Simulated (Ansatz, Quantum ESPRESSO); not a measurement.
# W(100): the work function at a withheld member of a series

Method. Quantum ESPRESSO 7.5, PBE, GBRV ultrasoft. Symmetric 1×1 slabs with 16 Å of vacuum in the starting cell; the two outer layers of each face relax in a periodic cell and the inner ones are held; a run under open boundaries (ESM, bc1) then gives the work function. Cold smearing of 0.02 Ry, one mesh for all thicknesses. The slabs take the lattice constants of the bulk relaxed by the same program. The series steps the number of layers.

```
number of layers  work function (eV)
        4 layers              4.1431
        5 layers              4.1489
        6 layers              4.1815
        8 layers              4.1381
```

To predict: What is the work function at 7 layers?

By hand: The rows at 6 layers and 8 layers give a slope of (4.1381 − (4.1815))/(8 − (6)) = −0.0217, so a straight line gives 4.1598 eV. A parabola through these and the row at 5 layers gives 4.1779 eV.

**Check.** 4.1248 eV. The line misses by +0.0350 and the parabola by +0.0531 eV. Neither catches the point well; the series is not smooth on this step.

**Limits.** Unreconstructed faces. One mesh, so part of the swing with thickness is sampling. Members without a usable value, or on the other side of zero field or charge, are not listed.

[Logs are printed without paths, hosts, clocks, repeated set-up lines and the standing remarks that a program may print on its own settings, such as how far it seeks lower states.]
